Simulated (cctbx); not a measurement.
# Resonant diffraction in Gd2Dy

Space group R-3m (no. 166), a = 3.6060 Å, b = 3.6060 Å, c = 26.2190 Å, α = 90.00°, β = 90.00°, γ = 120.00°.

| atom | mult. | x | y | z | Ueq (Å²) |
| --- | --- | --- | --- | --- | --- |
| Dy1 | 3 | 0 | 0 | 0 | 0.0076 |
| Gd1 | 6 | 2/3 | 1/3 | 0.1130 | 0.0073 |

The model was made for the exercise: a known structure type with other elements put in, its volume estimated, not relaxed; displacement parameters are assumed.

Calculated with cctbx: free-atom f′ and f″ from the Sasaki tables, no fine structure; amplitudes in electrons.

```
E (eV)  F 0 3 0  F 0 2 1  F 0 1 2  F 2 1 4
  6643    230.8    151.9    107.9    212.2
  6993    218.1    147.4     99.6    202.0
  7123    208.6    144.6     92.0    194.6
  7183    199.5    142.2     83.6    187.5
  7213    192.1    140.5     76.5    181.9
  7228    184.2    138.8     68.4    175.8
  7235    177.1    137.3     61.1    170.4
  7239    169.5    135.7     53.2    164.7
  7247    178.1    136.3     68.9    169.9
  7251    186.0    138.0     75.8    176.0
  7258    192.9    139.4     82.2    181.4
  7273    200.5    140.8     89.6    187.1
  7303    207.3    142.0     96.8    192.3
  7393    216.0    142.7    107.6    198.6
  7643    216.9    138.1    120.0    197.9
```

**Question.** Which edge is crossed, and why do the reflections move as they do?

The L3 edge of Gd. The edge is at 7243 eV. f′ of Gd falls from -11.9 e at 7123 eV to -19.2 e at 4 eV below it, and f″ steps from 3.64 to 10.59 e across it. Over that approach |F| changes by -19 % (0 3 0), -6 % (0 2 1), -42 % (0 1 2) and -15 % (2 1 4): a reflection falls where Gd scatters in phase with the total and rises where it scatters against it; it hardly moves where the Gd term is small or cancels by symmetry. Above the edge the larger f″ enters the imaginary part, where it can add to or cancel the other atoms' f″. The structure is centrosymmetric, so Friedel mates stay equal.

[Logs are printed without paths, hosts, clocks, repeated set-up lines and the standing remarks that a program may print on its own settings, such as how far it seeks lower states.]
